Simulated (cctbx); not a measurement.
**Finding the light atoms**

Cell a = 6.6530 Å, b = 6.5480 Å, c = 15.2510 Å, α = 90.00°, β = 100.33°, γ = 90.00°; space group Cm (no. 8); content Yb2 Ba4 Zn6 S14 Li2. The heavier atoms are placed; Li is still missing.

Simulated single-crystal data (cctbx): Cu Kα, λ = 1.54184 Å, to d = 0.8 Å, 95 % of the full sphere, strongest reflection 40000 counts, noise from counting, a 4 % proportional error and a noise floor of 4 counts (s.d.); no absorption.

Refinement without Li (map in e/Å³):

```text
Rint 0.025, 1432 unique reflections to 0.80 A
cycle     R1     wR2    GooF  max shift (A)
   1  0.1293  0.3146   7.201   0.06305
   3  0.0194  0.0537   1.229   0.00002
final R1 0.0194 wR2 0.0537 GooF 1.229  parameters 33  data/parameter 43.4
atom        x        y        z      Ueq    occ   su(xyz)  su(Uiso or U11)
Yb1    0.03302  0.50000  0.48572   0.0040  1.000  0.00005  0.0001
Ba1    0.90955  0.50000  0.18776   0.0046  1.000  0.00005  0.0001
Ba2    0.14127  0.50000  0.78564   0.0050  1.000  0.00005  0.0001
Zn1    0.35450  0.50000  0.03485   0.0050  1.000  0.00014  0.0002
Zn2    0.48014  0.50000  0.35528   0.0058  1.000  0.00015  0.0002
Zn3    0.58779  0.50000  0.63979   0.0064  1.000  0.00016  0.0002
S1     0.67227  0.50000  0.80105   0.0056  1.000  0.00025  0.0003
S2     0.09550  0.74693  0.04395   0.0068  1.000  0.00019  0.0003
S3     0.21993  0.24859  0.35490   0.0070  1.000  0.00020  0.0003
S4     0.82620  0.74773  0.60148   0.0056  1.000  0.00019  0.0002
difference map: max 3.54 min -0.66 rms 0.16
Q1    0.2658  0.0000  0.9585    2    3.69  2.37 A from S1
Q2    0.2950  0.5000  0.0147    2    1.55  0.46 A from Zn1
Q3    0.4129  0.5000  0.3131    2    1.09  0.71 A from Zn2
Q4    0.2291  0.0000  0.8741    2    0.96  1.11 A from S1
Q5    0.1908  0.5000  0.7075    2    0.88  1.29 A from Ba2
Q6    0.9869  0.0000  0.2513    2    0.84  1.59 A from Zn2
Q7    0.1260  0.0000  0.6611    2    0.62  0.38 A from Zn3
Q8    0.3706  0.0000  0.1876    2    0.61  0.26 A from Ba1
```

Simulated single-crystal data (cctbx): neutrons of λ = 1.17 Å, to d = 0.8 Å, 95 % of the full sphere, strongest reflection 5000 counts, noise from counting, a 4 % proportional error and a noise floor of 4 counts (s.d.); no absorption.

Refinement without Li (map in fm/Å³; only maxima are listed):

```text
Rint 0.033, 1432 unique reflections to 0.80 A
cycle     R1     wR2    GooF  max shift (A)
   1  0.1460  0.3285   5.668   0.05630
   3  0.0649  0.1526   2.633   0.00008
final R1 0.0649 wR2 0.1526 GooF 2.633  parameters 33  data/parameter 43.4
atom        x        y        z      Ueq    occ   su(xyz)  su(Uiso or U11)
Yb1    0.03128  0.50000  0.48676   0.0042  1.000  0.00018  0.0003
Ba1    0.91048  0.50000  0.18958   0.0072  1.000  0.00031  0.0007
Ba2    0.14184  0.50000  0.78728   0.0078  1.000  0.00034  0.0007
Zn1    0.35576  0.50000  0.03719   0.0073  1.000  0.00040  0.0005
Zn2    0.47969  0.50000  0.35625   0.0046  1.000  0.00032  0.0006
Zn3    0.58735  0.50000  0.64176   0.0063  1.000  0.00038  0.0005
S1     0.66916  0.50000  0.80107   0.0066  1.000  0.00074  0.0009
S2     0.09374  0.74678  0.04507   0.0093  1.000  0.00061  0.0007
S3     0.21671  0.24864  0.35569   0.0075  1.000  0.00056  0.0008
S4     0.82483  0.74754  0.60350   0.0065  1.000  0.00061  0.0007
difference map: max 1.20 min -5.03 rms 0.17
Q1    0.3073  0.0000  0.0108    2    1.21  2.30 A from S2
Q2    0.0564  0.5000  0.4013    2    1.09  1.34 A from Yb1
Q3    0.2237  0.0000  0.8353    2    1.07  0.58 A from S1
Q4    0.1168  0.5000  0.5653    2    0.76  1.23 A from Yb1
Q5    0.0472  0.5000  0.4870    2    0.68  0.11 A from Yb1
Q6    0.4473  0.0000  0.4446    2    0.67  0.77 A from Yb1
Q7    0.2376  0.0824  0.9218    4    0.66  1.89 A from S1
Q8    0.0380  0.2449  0.9858    4    0.59  0.92 A from S2
```

**Question.** Where is Li, and which data fix it better?

Li sits at (0.7640, 1/2, 0.9582). Adding it takes R1 from 0.019 to 0.016 with X-rays and from 0.065 to 0.022 with neutrons. Its largest coordinate s.u. is 0.00161 with X-rays and 0.00045 with neutrons, so neutrons fix it better in these data. In the X-ray map Q1 marks it. No listed neutron peak is on it. Natural Li has a negative scattering length, so it shows as a hole in the neutron map (minimum -5.0), not among the maxima.

Final neutron refinement:

```text
Rint 0.033, 1432 unique reflections to 0.80 A
cycle     R1     wR2    GooF  max shift (A)
   1  0.1318  0.2968   5.126   0.06380
   3  0.0223  0.0541   0.934   0.00010
final R1 0.0223 wR2 0.0541 GooF 0.934  parameters 36  data/parameter 39.8
atom        x        y        z      Ueq    occ   su(xyz)  su(Uiso or U11)
Yb1    0.03249  0.50000  0.48712   0.0043  1.000  0.00006  0.0001
Ba1    0.90903  0.50000  0.18921   0.0048  1.000  0.00011  0.0002
Ba2    0.14079  0.50000  0.78709   0.0052  1.000  0.00012  0.0002
Zn1    0.35437  0.50000  0.03646   0.0056  1.000  0.00014  0.0002
Zn2    0.48033  0.50000  0.35679   0.0058  1.000  0.00012  0.0002
Zn3    0.58825  0.50000  0.64147   0.0065  1.000  0.00014  0.0002
S1     0.67182  0.50000  0.80226   0.0059  1.000  0.00026  0.0003
S2     0.09476  0.74676  0.04531   0.0073  1.000  0.00021  0.0003
S3     0.21907  0.24851  0.35639   0.0075  1.000  0.00020  0.0003
S4     0.82572  0.74780  0.60309   0.0062  1.000  0.00021  0.0002
Li1    0.76380  0.50000  0.95891   0.0117  1.000  0.00045  0.0005
difference map: max 0.20 min -0.21 rms 0.05
Q1    0.2964  0.0000  0.4424    2    0.20  1.60 A from Yb1
Q2    0.3274  0.5000  0.4488    2    0.20  1.87 A from Zn2
Q3    0.4616  0.5000  0.7833    2    0.19  1.38 A from S1
Q4    0.1258  0.5000  0.2502    2    0.19  1.57 A from Ba1
Q5    0.3512  0.4099  0.6095    4    0.17  1.08 A from S4
Q6    0.1450  0.1652  0.1866    4    0.17  2.06 A from Ba1
```

The model was made for the exercise: a known structure type with other elements put in, its volume estimated, not relaxed; displacement parameters are assumed.

[Middle refinement cycles are left out of these outputs.]

[Logs are printed without paths, hosts, clocks, repeated set-up lines and the standing remarks that a program may print on its own settings, such as how far it seeks lower states.]
